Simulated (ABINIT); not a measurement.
# AgSbSe3 (Pm-3m): zone-centre phonons, part 2 of 3

Which modes does AgSbSe3 (Pm-3m) have at the zone centre?

ABINIT 10.8.3; DFT LDA, scalar-relativistic, plane waves, JTH PAW pseudopotentials.

So far. Step 4 (Relaxing the cell and atoms): The volume changes by -0.1 % in this run and stands +5.1 % from the first cell. Step 6 (Linear response at Γ): The acoustic modes at Γ come out as far as 5.5 cm⁻¹ from zero, where they should vanish, a small numerical error. The lowest optical mode is imaginary, 109i cm⁻¹, an instability at this level and on this k mesh. The relaxed cell has a = 5.141 Å (conventional setting).

The structure was built from a prototype and need not be the compound's stable phase.

### Step 7. Modes with the sum rule

anaddb reads the merged derivatives and imposes the acoustic sum rule.

anaddb.abi reads:

```
ddb_filepath "gamma_DDB"
output_file "anaddb.abo"
outdata_prefix "anaddb"
asr 1
chneut 1
enunit 2
eivec 1
nph1l 1
qph1l 0.0 0.0 0.0 1.0
```

mrgddb.in reads:

```
gamma_DDB
merged
1
dfpt_gammao_DDB
```

On the command line:

```console
mrgddb < mrgddb.in > mrgddb.log
OMP_NUM_THREADS=1 anaddb anaddb.abi > anaddb.log
```

anaddb.abo, the main output file:

```text
-outvars_anaddb: echo values of input variables ----------------------

 Miscellaneous information :
      enunit         2
       eivec         1
         asr         1
 First list of wavevector (reduced coord.) :
       nph1l         1
       qph1l
                     0.00000000E+00  0.00000000E+00  0.00000000E+00    1.000E+00

================================================================================

 read the DDB information and perform some checks

  ==== Info on the Cryst% object ====
 Real(R)+Recip(G) space primitive vectors, cartesian coordinates (Bohr,Bohr^-1):
 R(1)=  9.7153900  0.0000000  0.0000000  G(1)=  0.1029295  0.0000000  0.0000000
 R(2)=  0.0000000  9.7153900  0.0000000  G(2)=  0.0000000  0.1029295  0.0000000
 R(3)=  0.0000000  0.0000000  9.7153900  G(3)=  0.0000000  0.0000000  0.1029295
 Unit cell volume ucvol=  9.1702403E+02 bohr^3
 Angles (23,13,12)=  9.00000000E+01  9.00000000E+01  9.00000000E+01 degrees
 Time-reversal symmetry is present
 Reduced atomic positions [iatom, xred, symbol]:
    1)    0.0000000  0.0000000  0.0000000  Ag
    2)    0.5000000  0.5000000  0.5000000  Sb
    3)    0.5000000  0.5000000  0.0000000  Se
    4)    0.5000000  0.0000000  0.5000000  Se
    5)    0.0000000  0.5000000  0.5000000  Se

 DDB file with 1 blocks has been read.

================================================================================

 Treat the first list of vectors

  Phonon wavevector (reduced coordinates) :  0.00000  0.00000  0.00000
 Phonon energies in Hartree :
  -4.984498E-04 -4.984498E-04 -4.984498E-04 -4.502657E-04 -4.502657E-04
  -4.502657E-04 -2.729577E-04 -2.729577E-04 -2.729577E-04  0.000000E+00
   0.000000E+00  0.000000E+00  9.236652E-04  9.236652E-04  9.236652E-04
 Phonon energies in meV     :
- -1.356351E+01 -1.356351E+01 -1.356351E+01 -1.225235E+01 -1.225235E+01
- -1.225235E+01 -7.427557E+00 -7.427557E+00 -7.427557E+00  0.000000E+00
-  0.000000E+00  0.000000E+00  2.513421E+01  2.513421E+01  2.513421E+01
 Phonon frequencies in cm-1    :
- -1.093971E+02 -1.093971E+02 -1.093971E+02 -9.882189E+01 -9.882189E+01
- -9.882189E+01 -5.990729E+01 -5.990729E+01 -5.990729E+01  0.000000E+00
-  0.000000E+00  0.000000E+00  2.027211E+02  2.027211E+02  2.027211E+02
 Phonon frequencies in Thz     :
- -3.279642E+00 -3.279642E+00 -3.279642E+00 -2.962606E+00 -2.962606E+00
- -2.962606E+00 -1.795975E+00 -1.795975E+00 -1.795975E+00  0.000000E+00
-  0.000000E+00  0.000000E+00  6.077425E+00  6.077425E+00  6.077425E+00
 Phonon energies in Kelvin  :
- -1.573980E+02 -1.573980E+02 -1.573980E+02 -1.421827E+02 -1.421827E+02
- -1.421827E+02 -8.619322E+01 -8.619322E+01 -8.619322E+01  0.000000E+00
-  0.000000E+00  0.000000E+00  2.916704E+02  2.916704E+02  2.916704E+02

 Eigendisplacements
 (will be given, for each mode : in cartesian coordinates
   for each atom the real part of the displacement vector,
   then the imaginary part of the displacement vector - absolute values smaller than 1.0d-7 are set to zero)
  Mode number    1   Energy   -4.984498E-04
 Attention : low frequency mode.
   (Could be unstable or acoustic mode)
-  1  0.00000000E+00  0.00000000E+00 -9.43687646E-04
-     0.00000000E+00  0.00000000E+00  0.00000000E+00
-  2  0.00000000E+00  0.00000000E+00 -9.03510971E-04
-     0.00000000E+00  0.00000000E+00  0.00000000E+00
-  3  0.00000000E+00  0.00000000E+00 -2.81707683E-04
-     0.00000000E+00  0.00000000E+00  0.00000000E+00
-  4  0.00000000E+00  0.00000000E+00  1.48203783E-03
-     0.00000000E+00  0.00000000E+00  0.00000000E+00
-  5  0.00000000E+00  0.00000000E+00  1.48203783E-03
-     0.00000000E+00  0.00000000E+00  0.00000000E+00
  Mode number    2   Energy   -4.984498E-04
 Attention : low frequency mode.
   (Could be unstable or acoustic mode)
-  1  0.00000000E+00 -9.43687646E-04  0.00000000E+00
-     0.00000000E+00  0.00000000E+00  0.00000000E+00
-  2  0.00000000E+00 -9.03510971E-04  0.00000000E+00
-     0.00000000E+00  0.00000000E+00  0.00000000E+00
-  3  0.00000000E+00  1.48203783E-03  0.00000000E+00
-     0.00000000E+00  0.00000000E+00  0.00000000E+00
-  4  0.00000000E+00 -2.81707683E-04  0.00000000E+00
-     0.00000000E+00  0.00000000E+00  0.00000000E+00
-  5  0.00000000E+00  1.48203783E-03  0.00000000E+00
-     0.00000000E+00  0.00000000E+00  0.00000000E+00
  Mode number    3   Energy   -4.984498E-04
 Attention : low frequency mode.
   (Could be unstable or acoustic mode)
-  1  9.43687646E-04  0.00000000E+00  0.00000000E+00
-     0.00000000E+00  0.00000000E+00  0.00000000E+00
-  2  9.03510971E-04  0.00000000E+00  0.00000000E+00
-     0.00000000E+00  0.00000000E+00  0.00000000E+00
-  3 -1.48203783E-03  0.00000000E+00  0.00000000E+00
-     0.00000000E+00  0.00000000E+00  0.00000000E+00
-  4 -1.48203783E-03  0.00000000E+00  0.00000000E+00
-     0.00000000E+00  0.00000000E+00  0.00000000E+00
-  5  2.81707683E-04  0.00000000E+00  0.00000000E+00
-     0.00000000E+00  0.00000000E+00  0.00000000E+00
  Mode number    4   Energy   -4.502657E-04
 Attention : low frequency mode.
   (Could be unstable or acoustic mode)
-  1  0.00000000E+00  0.00000000E+00  0.00000000E+00
-     0.00000000E+00  0.00000000E+00  0.00000000E+00
-  2  0.00000000E+00  0.00000000E+00  0.00000000E+00
-     0.00000000E+00  0.00000000E+00  0.00000000E+00
-  3  0.00000000E+00  0.00000000E+00  0.00000000E+00
-     0.00000000E+00  0.00000000E+00  0.00000000E+00
-  4  0.00000000E+00  0.00000000E+00 -1.86380890E-03
-     0.00000000E+00  0.00000000E+00  0.00000000E+00
-  5  0.00000000E+00  0.00000000E+00  1.86380890E-03
-     0.00000000E+00  0.00000000E+00  0.00000000E+00
  Mode number    5   Energy   -4.502657E-04
 Attention : low frequency mode.
   (Could be unstable or acoustic mode)
-  1  0.00000000E+00  0.00000000E+00  0.00000000E+00
-     0.00000000E+00  0.00000000E+00  0.00000000E+00
-  2  0.00000000E+00  0.00000000E+00  0.00000000E+00
-     0.00000000E+00  0.00000000E+00  0.00000000E+00
-  3  0.00000000E+00  1.86380890E-03  0.00000000E+00
-     0.00000000E+00  0.00000000E+00  0.00000000E+00
-  4  0.00000000E+00  0.00000000E+00  0.00000000E+00
-     0.00000000E+00  0.00000000E+00  0.00000000E+00
-  5  0.00000000E+00 -1.86380890E-03  0.00000000E+00
-     0.00000000E+00  0.00000000E+00  0.00000000E+00
  Mode number    6   Energy   -4.502657E-04
 Attention : low frequency mode.
   (Could be unstable or acoustic mode)
-  1  0.00000000E+00  0.00000000E+00  0.00000000E+00
-     0.00000000E+00  0.00000000E+00  0.00000000E+00
-  2  0.00000000E+00  0.00000000E+00  0.00000000E+00
-     0.00000000E+00  0.00000000E+00  0.00000000E+00
-  3  1.86380890E-03  0.00000000E+00  0.00000000E+00
-     0.00000000E+00  0.00000000E+00  0.00000000E+00
-  4 -1.86380890E-03  0.00000000E+00  0.00000000E+00
-     0.00000000E+00  0.00000000E+00  0.00000000E+00
-  5  0.00000000E+00  0.00000000E+00  0.00000000E+00
-     0.00000000E+00  0.00000000E+00  0.00000000E+00
  Mode number    7   Energy   -2.729577E-04
 Attention : low frequency mode.
   (Could be unstable or acoustic mode)
-  1  0.00000000E+00  0.00000000E+00 -1.73751324E-03
-     0.00000000E+00  0.00000000E+00  0.00000000E+00
-  2  0.00000000E+00  0.00000000E+00  1.17644804E-03
-     0.00000000E+00  0.00000000E+00  0.00000000E+00
-  3  0.00000000E+00  0.00000000E+00  8.10946202E-04
-     0.00000000E+00  0.00000000E+00  0.00000000E+00
-  4  0.00000000E+00  0.00000000E+00 -1.25679527E-04
-     0.00000000E+00  0.00000000E+00  0.00000000E+00
-  5  0.00000000E+00  0.00000000E+00 -1.25679527E-04
-     0.00000000E+00  0.00000000E+00  0.00000000E+00
  Mode number    8   Energy   -2.729577E-04
 Attention : low frequency mode.
   (Could be unstable or acoustic mode)
-  1  0.00000000E+00  1.73751324E-03  0.00000000E+00
-     0.00000000E+00  0.00000000E+00  0.00000000E+00
-  2  0.00000000E+00 -1.17644804E-03  0.00000000E+00
-     0.00000000E+00  0.00000000E+00  0.00000000E+00
-  3  0.00000000E+00  1.25679527E-04  0.00000000E+00
-     0.00000000E+00  0.00000000E+00  0.00000000E+00
-  4  0.00000000E+00 -8.10946202E-04  0.00000000E+00
-     0.00000000E+00  0.00000000E+00  0.00000000E+00
-  5  0.00000000E+00  1.25679527E-04  0.00000000E+00
-     0.00000000E+00  0.00000000E+00  0.00000000E+00
  Mode number    9   Energy   -2.729577E-04
 Attention : low frequency mode.
   (Could be unstable or acoustic mode)
-  1  1.73751324E-03  0.00000000E+00  0.00000000E+00
-     0.00000000E+00  0.00000000E+00  0.00000000E+00
-  2 -1.17644804E-03  0.00000000E+00  0.00000000E+00
-     0.00000000E+00  0.00000000E+00  0.00000000E+00
-  3  1.25679527E-04  0.00000000E+00  0.00000000E+00
-     0.00000000E+00  0.00000000E+00  0.00000000E+00
-  4  1.25679527E-04  0.00000000E+00  0.00000000E+00
-     0.00000000E+00  0.00000000E+00  0.00000000E+00
-  5 -8.10946202E-04  0.00000000E+00  0.00000000E+00
-     0.00000000E+00  0.00000000E+00  0.00000000E+00
  Mode number   10   Energy    0.000000E+00
 Attention : low frequency mode.
   (Could be unstable or acoustic mode)
-  1  0.00000000E+00  0.00000000E+00 -1.08440684E-03
-     0.00000000E+00  0.00000000E+00  0.00000000E+00
-  2  0.00000000E+00  0.00000000E+00 -1.08441461E-03
-     0.00000000E+00  0.00000000E+00  0.00000000E+00
-  3  0.00000000E+00  0.00000000E+00 -1.08441254E-03
-     0.00000000E+00  0.00000000E+00  0.00000000E+00
-  4  0.00000000E+00  0.00000000E+00 -1.08440772E-03
-     0.00000000E+00  0.00000000E+00  0.00000000E+00
-  5  0.00000000E+00  0.00000000E+00 -1.08440772E-03
-     0.00000000E+00  0.00000000E+00  0.00000000E+00
  Mode number   11   Energy    0.000000E+00
 Attention : low frequency mode.
   (Could be unstable or acoustic mode)
-  1  0.00000000E+00  1.08440684E-03  0.00000000E+00
-     0.00000000E+00  0.00000000E+00  0.00000000E+00
-  2  0.00000000E+00  1.08441461E-03  0.00000000E+00
-     0.00000000E+00  0.00000000E+00  0.00000000E+00
-  3  0.00000000E+00  1.08440772E-03  0.00000000E+00
-     0.00000000E+00  0.00000000E+00  0.00000000E+00
-  4  0.00000000E+00  1.08441254E-03  0.00000000E+00
-     0.00000000E+00  0.00000000E+00  0.00000000E+00
-  5  0.00000000E+00  1.08440772E-03  0.00000000E+00
-     0.00000000E+00  0.00000000E+00  0.00000000E+00
  Mode number   12   Energy    0.000000E+00
 Attention : low frequency mode.
   (Could be unstable or acoustic mode)
-  1  1.08440684E-03  0.00000000E+00  0.00000000E+00
-     0.00000000E+00  0.00000000E+00  0.00000000E+00
-  2  1.08441461E-03  0.00000000E+00  0.00000000E+00
-     0.00000000E+00  0.00000000E+00  0.00000000E+00
-  3  1.08440772E-03  0.00000000E+00  0.00000000E+00
-     0.00000000E+00  0.00000000E+00  0.00000000E+00
-  4  1.08440772E-03  0.00000000E+00  0.00000000E+00
-     0.00000000E+00  0.00000000E+00  0.00000000E+00
-  5  1.08441254E-03  0.00000000E+00  0.00000000E+00
-     0.00000000E+00  0.00000000E+00  0.00000000E+00
  Mode number   13   Energy    9.236652E-04
-  1  0.00000000E+00  0.00000000E+00  1.45996618E-05
-     0.00000000E+00  0.00000000E+00  0.00000000E+00
-  2  0.00000000E+00  0.00000000E+00  1.06271429E-03
-     0.00000000E+00  0.00000000E+00  0.00000000E+00
-  3  0.00000000E+00  0.00000000E+00 -2.24379672E-03
-     0.00000000E+00  0.00000000E+00  0.00000000E+00
-  4  0.00000000E+00  0.00000000E+00  2.92595377E-04
-     0.00000000E+00  0.00000000E+00  0.00000000E+00
-  5  0.00000000E+00  0.00000000E+00  2.92595377E-04
-     0.00000000E+00  0.00000000E+00  0.00000000E+00
  Mode number   14   Energy    9.236652E-04
-  1  0.00000000E+00  1.45996618E-05  0.00000000E+00
-     0.00000000E+00  0.00000000E+00  0.00000000E+00
-  2  0.00000000E+00  1.06271429E-03  0.00000000E+00
-     0.00000000E+00  0.00000000E+00  0.00000000E+00
-  3  0.00000000E+00  2.92595377E-04  0.00000000E+00
-     0.00000000E+00  0.00000000E+00  0.00000000E+00
-  4  0.00000000E+00 -2.24379672E-03  0.00000000E+00
-     0.00000000E+00  0.00000000E+00  0.00000000E+00
-  5  0.00000000E+00  2.92595377E-04  0.00000000E+00
-     0.00000000E+00  0.00000000E+00  0.00000000E+00
  Mode number   15   Energy    9.236652E-04
-  1  1.45996618E-05  0.00000000E+00  0.00000000E+00
-     0.00000000E+00  0.00000000E+00  0.00000000E+00
-  2  1.06271429E-03  0.00000000E+00  0.00000000E+00
-     0.00000000E+00  0.00000000E+00  0.00000000E+00
-  3  2.92595377E-04  0.00000000E+00  0.00000000E+00
-     0.00000000E+00  0.00000000E+00  0.00000000E+00
-  4  2.92595377E-04  0.00000000E+00  0.00000000E+00
-     0.00000000E+00  0.00000000E+00  0.00000000E+00
-  5 -2.24379672E-03  0.00000000E+00  0.00000000E+00
-     0.00000000E+00  0.00000000E+00  0.00000000E+00

 Analysis of degeneracies and characters (maximum tolerance=1.00E-06 a.u.)
 For each vibration mode, or group of modes if degenerate,
 the characters are given for each symmetry operation (see the list in the log file).
 Symmetry characters of vibration mode #   1
       degenerate with vibration modes #   2 to    3
  3.0 -3.0 -1.0  1.0 -1.0  1.0 -1.0  1.0  1.0 -1.0 -1.0  1.0  1.0 -1.0 -1.0  1.0
 -0.0  0.0 -0.0  0.0  0.0 -0.0  0.0 -0.0  1.0 -1.0 -1.0  1.0 -1.0  1.0  1.0 -1.0
 -0.0  0.0  0.0 -0.0  0.0 -0.0 -0.0  0.0  1.0 -1.0  1.0 -1.0 -1.0  1.0 -1.0  1.0
 Symmetry characters of vibration mode #   4
       degenerate with vibration modes #   5 to    6
  3.0 -3.0 -1.0  1.0 -1.0  1.0 -1.0  1.0 -1.0  1.0  1.0 -1.0 -1.0  1.0  1.0 -1.0
 -0.0  0.0 -0.0  0.0  0.0 -0.0  0.0 -0.0 -1.0  1.0  1.0 -1.0  1.0 -1.0 -1.0  1.0
 -0.0  0.0  0.0 -0.0  0.0 -0.0 -0.0  0.0 -1.0  1.0 -1.0  1.0  1.0 -1.0  1.0 -1.0
 Symmetry characters of vibration mode #   7
       degenerate with vibration modes #   8 to    9
  3.0 -3.0 -1.0  1.0 -1.0  1.0 -1.0  1.0  1.0 -1.0 -1.0  1.0  1.0 -1.0 -1.0  1.0
  0.0 -0.0 -0.0  0.0 -0.0  0.0 -0.0  0.0  1.0 -1.0 -1.0  1.0 -1.0  1.0  1.0 -1.0
  0.0 -0.0 -0.0  0.0 -0.0  0.0 -0.0  0.0  1.0 -1.0  1.0 -1.0 -1.0  1.0 -1.0  1.0
 Symmetry characters of vibration mode #  10
       degenerate with vibration modes #  11 to   12
  3.0 -3.0 -1.0  1.0 -1.0  1.0 -1.0  1.0  1.0 -1.0 -1.0  1.0  1.0 -1.0 -1.0  1.0
 -0.0  0.0 -0.0  0.0  0.0 -0.0  0.0 -0.0  1.0 -1.0 -1.0  1.0 -1.0  1.0  1.0 -1.0
 -0.0  0.0  0.0 -0.0  0.0 -0.0 -0.0  0.0  1.0 -1.0  1.0 -1.0 -1.0  1.0 -1.0  1.0
 Symmetry characters of vibration mode #  13
       degenerate with vibration modes #  14 to   15
  3.0 -3.0 -1.0  1.0 -1.0  1.0 -1.0  1.0  1.0 -1.0 -1.0  1.0  1.0 -1.0 -1.0  1.0
 -0.0  0.0 -0.0  0.0  0.0 -0.0  0.0 -0.0  1.0 -1.0 -1.0  1.0 -1.0  1.0  1.0 -1.0
 -0.0  0.0  0.0 -0.0  0.0 -0.0 -0.0  0.0  1.0 -1.0  1.0 -1.0 -1.0  1.0 -1.0  1.0
-
```

Run time: 0.5 s. Hardware: 1 thread of Arm Neoverse V2, shared host.

Read from the output:

| Quantity | Value |
| --- | --- |
| highest optical zone-centre mode (no LO-TO term) | 202.7 cm⁻¹ |
| lowest optical zone-centre mode | -109.4 cm⁻¹ |

No LO-TO term; unit eigenvectors of the mass-weighted matrix, from anaddb's displacements. Modes at Γ, with each element's share of the kinetic energy (negative means imaginary):

| mode | frequency (cm⁻¹) | symmetry | Ag % | Sb % | Se % |
| --- | --- | --- | --- | --- | --- |
| 1 | -109.4 | T1u | 18 | 18 | 64 |
| 2 | -109.4 | T1u | 18 | 18 | 64 |
| 3 | -109.4 | T1u | 18 | 18 | 64 |
| 4 | -98.8 | T2u | 0 | 0 | 100 |
| 5 | -98.8 | T2u | 0 | 0 | 100 |
| 6 | -98.8 | T2u | 0 | 0 | 100 |
| 7 | -59.9 | T1u | 59 | 31 | 10 |
| 8 | -59.9 | T1u | 59 | 31 | 10 |
| 9 | -59.9 | T1u | 59 | 31 | 10 |
| 10 | 0.0 | acoustic | 23 | 26 | 51 |
| 11 | 0.0 | acoustic | 23 | 26 | 51 |
| 12 | 0.0 | acoustic | 23 | 26 | 51 |
| 13 | 202.7 | T1u | 0 | 25 | 75 |
| 14 | 202.7 | T1u | 0 | 25 | 75 |
| 15 | 202.7 | T1u | 0 | 25 | 75 |

Displacements in mode 3 (-109.4 cm⁻¹), the largest set to 1:
```
Ag1  0.64  0.00  0.00
Sb2  0.61  0.00  0.00
Se3 -1.00  0.00  0.00
Se4 -1.00  0.00  0.00
Se5  0.19  0.00  0.00
```

Displacements in mode 9 (-59.9 cm⁻¹), the largest set to 1:
```
Ag1  1.00  0.00  0.00
Sb2 -0.68  0.00  0.00
Se3  0.07  0.00  0.00
Se4  0.07  0.00  0.00
Se5 -0.47  0.00  0.00
```

The rule also moves an optical mode by 0.4 cm⁻¹.

[end of part 2 of 3]

[Host names and launcher messages were left out of these logs when they were recorded.]

[Logs are printed without paths, hosts, clocks, repeated set-up lines and the standing remarks that a program may print on its own settings, such as how far it seeks lower states.]

[Hosts, paths, dates, database ids (printed as entryN), source tags and the programs' standing remarks are cut or masked in the printed files.]
